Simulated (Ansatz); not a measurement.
Two G0W0 runs on KBr (Fm-3m).

The structure is cubic, space group Fm-3m (No. 225). Conventional cell: a = 6.600 Å, b = 6.600 Å, c = 6.600 Å, α = 90.00°, β = 90.00°, γ = 90.00°. Nearest to K lie 6 Br at 3.30 Å. Nearest to Br lie 6 K at 3.30 Å. Farther neighbours and most contacts between anions are not listed.

```xyz
2
Lattice="0.0000 3.3000 3.3000 3.3000 0.0000 3.3000 3.3000 3.3000 0.0000" Properties=species:S:1:pos:R:3 pbc="T T T"
K     0.0000    0.0000    0.0000
Br    3.3000    3.3000    3.3000
```

The cell and positions come from the Crystallography Open Database and are kept as given unless a step says otherwise. PAW set soft_2, made with PBE.

The first (Ansatz 0.2.0; start PBE, 4×4×4 mesh, 214 empty bands, screening to 120 eV, plasmon pole; 1 × NVIDIA H100 80GB HBM3 (shared by 6 runs) with 3 threads of AMD EPYC 7R13 (Zen 3), shared host) gave, on its mesh: starting gap 4.44 eV, G0W0 gap 6.94 eV, RPA ε∞ (mean) 2.36, 13 s.

The second changes files from default PAW to hard PAW and frequency model from plasmon pole to contour deformation. What does it give?

It gave: starting gap 4.43 eV, G0W0 gap 6.92 eV, RPA ε∞ (mean) 2.36, 14 s. The G0W0 gap moves by −0.02 eV, −0.001 eV from the start and −0.02 eV from the correction. Σc changes by −0.02 eV at the valence top and −0.04 eV at the conduction bottom, and Σx − Vxc between them by +0.002 eV.

Limits: not at the basis limit; no spin-orbit coupling.

[Paths, hosts, dates, memory and timing lines, banners, echoed tables and standing remarks are left out of the program output.]

[Logs are printed without paths, hosts, clocks, repeated set-up lines and the standing remarks that a program may print on its own settings, such as how far it seeks lower states.]

[Runs of the session that timed out or met a known fault of the program may be left out.]

[Cells called generated may have been cut or substituted from an entry of the Crystallography Open Database or the Materials Project.]

[Hosts, paths, dates, database ids (printed as entryN), source tags and the programs' standing remarks are cut or masked in the printed files.]
